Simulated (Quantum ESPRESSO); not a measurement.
# Calculated records

Some values are withheld and marked by numbers in brackets.

```cif
data_v2o3
_symmetry_space_group_name_H-M 'R-3c:H'
_symmetry_Int_Tables_number 167
_cell_length_a 4.9520
_cell_length_b 4.9520
_cell_length_c 14.0020
_cell_angle_alpha 90.000
_cell_angle_beta 90.000
_cell_angle_gamma 120.000
_cell_volume 297.36
loop_
_atom_site_label
_atom_site_type_symbol
_atom_site_symmetry_multiplicity
_atom_site_Wyckoff_symbol
_atom_site_fract_x
_atom_site_fract_y
_atom_site_fract_z
_atom_site_occupancy
V1 V 12 c 0.33333 0.66667 0.01297 1
O1 O 18 e 0.31500 0.00000 0.25000 1
_calc_subject 'V2O3 (Karelianite): one coupling from two orders, and a test'
_calc_method 'PBEsol with U = 3.2 eV on V d (ortho-atomic projectors); plane waves with GBRV 1.5 PBEsol potentials, no spin-orbit coupling'
_calc_program 'Quantum ESPRESSO 7.5'
_calc_settings_of_one_run 'GBRV 1.5 PBEsol, potential files V: v_pbesol_v1.4.uspp.F.UPF, O: o_pbesol_v1.2.uspp.F.UPF, cutoff 544.23 eV, 6×6×6 k-mesh, 62 bands, fermi-dirac occupations, smearing width 0.05 eV, collinear spin, SCF threshold 2.00e-8, Hubbard form dudarev, Hubbard projectors ortho-atomic, mesh matched on, starting moments 2 2 2 2 0 0 0 0 0 0 μB'
_calc_cost '3 runs, 6.5 min in all on 4 MPI ranks of Arm Neoverse V1, shared host (the runs of this entry)'
_calc_notes 'The run is spin-polarised, with a total moment of 8.00 μB a cell (absolute 8.57).'
_calc_effective_j1_v_v_at_2p70_a '19.5 meV'
_calc_largest_miss_on_the_orders_left_out '[1]'
_calc_j1_with_two_shells '19.5 meV'
_calc_j2_with_two_shells '-5.82 meV'
```

**Question.** What are the withheld values?

[1] largest miss on the orders left out (V2O3 (Karelianite)): 35 meV. The model misses the order left out by 35 meV, 89 % of the largest energy difference, so it fails: these couplings alone don't describe the crystal.

[Logs and program files are shortened in this print: banners, set-up blocks, solver, clock and traceback lines can be left out without a mark of their own.]

[Logs are printed without paths, hosts, clocks, repeated set-up lines and the standing remarks that a program may print on its own settings, such as how far it seeks lower states.]

[Hosts, paths, dates, database ids (printed as entryN), source tags and the programs' standing remarks are cut or masked in the printed files.]

[Where a cell is said to come from a database of computed structures, the database is the Materials Project.]
